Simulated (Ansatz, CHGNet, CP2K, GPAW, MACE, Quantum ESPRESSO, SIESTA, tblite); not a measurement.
# Running random packing of 55Li2O-45Nb2O5 (mol %) (96 atoms) with CP2K, part 2 of 2

How do the settings of CP2K change the result for random packing of 55Li2O-45Nb2O5 (mol %) (96 atoms)? A plane-wave run serves as the yardstick.

Program: CP2K 2026.2; the method stands at each step. Banners, paths, timers and routine set-up lines are dropped from the logs unmarked, and long logs keep their key lines alone; longer cuts are marked.

So far. Step 2 (PBE, DZVP-UZH, 800/50 Ry, diagonalisation): Forces lie 2.7 % from the reference's, at 0.65 times its CPU time; the SCF took 87 steps, which the time reflects. Step 3 (PBE, SZV-MOLOPT-SR, 800/50 Ry, diagonalisation): Against the first run (2.7 %), the force difference from the reference is 19 %, at 0.42 times the CPU time (on 2 against 4 cores), with 448 basis functions against 1328; this set comes with other potentials too, so the change isn't the basis's alone.

**4. GFN1-xTB, diagonalisation**

Method: GFN1-xTB tight binding (the program's own implementation), diagonalisation.

Contents of input.inp:

```
&GLOBAL
  PROJECT cell
  RUN_TYPE ENERGY_FORCE
  PRINT_LEVEL LOW
&END GLOBAL
&FORCE_EVAL
  METHOD QS
  STRESS_TENSOR ANALYTICAL
  &DFT
    &QS
      METHOD XTB
      &XTB
        GFN_TYPE 1
        DO_EWALD T
        CHECK_ATOMIC_CHARGES F
      &END XTB
    &END QS
    &SCF
      SCF_GUESS ATOMIC
      EPS_SCF 1.0E-06
      MAX_SCF 200
      ADDED_MOS 14
      &DIAGONALIZATION
        ALGORITHM STANDARD
      &END DIAGONALIZATION
      &SMEAR ON
        METHOD FERMI_DIRAC
        ELECTRONIC_TEMPERATURE [K] 580
      &END SMEAR
      &MIXING
        METHOD BROYDEN_MIXING
        ALPHA 0.3
        NBROYDEN 8
      &END MIXING
      &PRINT
        &RESTART OFF
        &END RESTART
      &END PRINT
    &END SCF
    &PRINT
      &MULLIKEN ON
      &END MULLIKEN
    &END PRINT
  &END DFT
  &SUBSYS
    &CELL
      A 10.53340 0.00000 0.00000
      B 0.00000 10.53340 0.00000
      C 0.00000 0.00000 10.53340
    &END CELL
    &TOPOLOGY
      COORD_FILE_NAME structure.xyz
      COORD_FILE_FORMAT XYZ
    &END TOPOLOGY
  &END SUBSYS
  &PRINT
    &FORCES ON
    &END FORCES
    &STRESS_TENSOR ON
    &END STRESS_TENSOR
  &END PRINT
&END FORCE_EVAL
```

Contents of structure.xyz:

```xyz
96

Li 3.06648 5.34201 6.33700
Li 8.14442 4.58835 1.88137
Li 8.11504 0.19866 3.23881
Li 1.46383 3.53311 5.43376
Li 5.22172 9.76046 7.92112
Li 6.60234 5.86257 3.72682
Li 5.33569 7.10878 8.91968
Li 5.69320 9.81787 5.46631
Li 8.40376 7.79556 8.07185
Li 3.33445 0.91124 7.68559
Li 2.59596 7.73741 2.58290
Li 6.75223 5.09553 10.26754
Li 8.47096 1.52471 0.50529
Li 2.04854 9.14057 8.24344
Li 10.45977 4.83062 3.38175
Li 0.90872 0.96423 5.25975
Li 7.36611 3.10830 3.71861
Li 4.53010 5.85931 1.96954
Li 3.01645 1.15962 0.68857
Li 0.90503 9.33891 3.54596
[... 72 atom lines left out ...]
Nb 0.00274 4.95144 10.26417
Nb 3.36310 9.13688 0.55701
Nb 5.99572 9.06410 10.46799
Nb 9.05240 1.94457 5.22646
```

Command:

```
OMP_NUM_THREADS=1 cp2k.psmp -i input.inp > output.txt
```

Numbers of over 12 decimals in the logs are rounded to 6 here.

What it wrote:

```text
CP2K| version string:                                       CP2K version 2026.2
 CP2K| Input file name                                                 input.inp
 GLOBAL| Basis set file name                                           BASIS_SET
 GLOBAL| Potential file name                                           POTENTIAL
 GLOBAL| Run type                                                   ENERGY_FORCE
 GLOBAL| Total number of message passing processes                             1
 GLOBAL| Number of threads for this process                                    1
                  #####   #####        #          ####### ######
                 #     # #     #      #              #    #     #
                 #     # #           #    ##   ##    #    #     #
[... lines left out ...]
                        Smear method:                                FERMI_DIRAC
[... lines left out ...]
 Number of electrons:                                                        448
[... lines left out ...]
  Step     Update method      Time    Convergence         Total energy    Change
[... lines left out ...]
 *** the last MO => Add more MOs for proper smearing.                   ***
[...]
*** the last MO => Add more MOs for proper smearing.                   ***
[...]
*** the last MO => Add more MOs for proper smearing.                   ***
[...]
*** the last MO => Add more MOs for proper smearing.                   ***
[... lines left out ...]
   199 Broy./Diag. 0.30E+00    0.1     4.98624931      -134.0352431383 -2.96E+01
   200 Broy./Diag. 0.30E+00    0.1     3.58966289       -59.9720924259  7.41E+01
  Leaving inner SCF loop after reaching   200 steps.
  Core Hamiltonian energy:                                   -191.367814
  Repulsive potential energy:                                   0.482208
  Electronic energy:                                          140.917252
  DFTB3 3rd order energy:                                      -9.550525
  Dispersion energy:                                           -0.451385
  Correction for halogen bonding:                               0.000000
  Electronic entropic energy:                                  -0.0022169
  Fermi energy:                                                -1.599797
  Total energy:                                               -59.972092
  Total energy (extrapolated to T->0):                        -59.970984
 *   ___                                                                       *
 *  /   \                                                                      *
 * [ABORT]                                                                     *
 *  \___/     SCF run NOT converged. To continue the calculation regardless,   *
 *    |             please set the keyword IGNORE_CONVERGENCE_FAILURE.         *
 *  O/|                                                                        *
 * /| |                                                                        *
```

Elapsed: 28 s, on 1 thread of Arm Neoverse V1, shared host; peak memory 0.24 GiB.

The run stopped without converging, so its numbers are no property of the system.

**5. All runs compared**

Differences are against the plane-wave reference, forces as r.m.s. over components; share is that over the reference's r.m.s. force, slope the least-squares factor from reference forces to these. Total energies of different programs have different zeros and aren't compared.

```csv
run,"Δ force, r.m.s. (meV/Å)",share (%),slope,Δ pressure (GPa),cores,CPU time,memory (GiB)
reference,-,-,-,-,4,73 min,3.7
"CP2K PBE, DZVP-UZH, 800/50 Ry, diagonalisation",49.7,2.71,0.995,1.22,4,48 min,6.1
"CP2K PBE, SZV-MOLOPT-SR, 800/50 Ry, diagonalisation (coarse)",340,18.6,0.895,6.99,2,20 min,4.1
```

Rows marked coarse were listed beforehand as settings not expected to be converged; some can still land near the reference.

CPU time is summed over cores on a shared host, where runs went side by side, so it is rough. Symmetry, cutoffs, thresholds, outputs and thread counts weren't matched or tuned between programs; memory under MPI is the largest rank's times the ranks.

**6. Summary of results**

* nearest in forces: CP2K PBE, DZVP-UZH, 800/50 Ry, diagonalisation, 2.7 %
* its CPU time: 48 min

In words: The PBE run in local orbitals, coarse settings apart, differs by 2.7 % (CP2K PBE, DZVP-UZH, 800/50 Ry, diagonalisation); basis, grid and potentials can all enter. CP2K PBE, DZVP-UZH, 800/50 Ry, diagonalisation needed 87 SCF steps, so its time overstates the method's usual cost. Runs with settings chosen to be coarse differ by 19 % (CP2K PBE, SZV-MOLOPT-SR, 800/50 Ry, diagonalisation), their programs' other errors included. One electronic-structure run takes under half the reference's CPU time: CP2K PBE, SZV-MOLOPT-SR, 800/50 Ry, diagonalisation, at 19 % in 20 min against 73 min; its pressure misses by +7.0 GPa. CP2K PBE, SZV-MOLOPT-SR, 800/50 Ry, diagonalisation softens the forces by a factor of 0.89 while following their directions (correlation 0.986); the slopes of the 2 CP2K runs lie between 0.89 and 0.99. In pressure, CP2K PBE, SZV-MOLOPT-SR, 800/50 Ry, diagonalisation misses by +7.0 GPa, at the same functional. The reference's pressure holds the uncorrected Pulay stress of its 60 Ry basis, so small pressure differences, and their order, may be the reference's own error. The reference's stress is far from hydrostatic: its diagonal is -13.6, -17.2, -16.6 GPa, compression counted positive. The reference's pressure of -16 GPa belongs to a cell and atoms that aren't relaxed at this level. The runs have no spin polarisation, so any moments at edges, vacancies or dangling bonds can't form. The electronic-structure runs sample only Γ, in a cell whose shortest periodic width is 11 Å, which is coarse for a cell with partly filled levels.

[Also dropped from logs without a mark: logging warnings of Python, and SIESTA's first energy breakdown and zero terms.]

[Logs are printed without paths, hosts, clocks, repeated set-up lines and the standing remarks that a program may print on its own settings, such as how far it seeks lower states.]

[Hosts, paths, dates, database ids (printed as entryN), source tags and the programs' standing remarks are cut or masked in the printed files.]
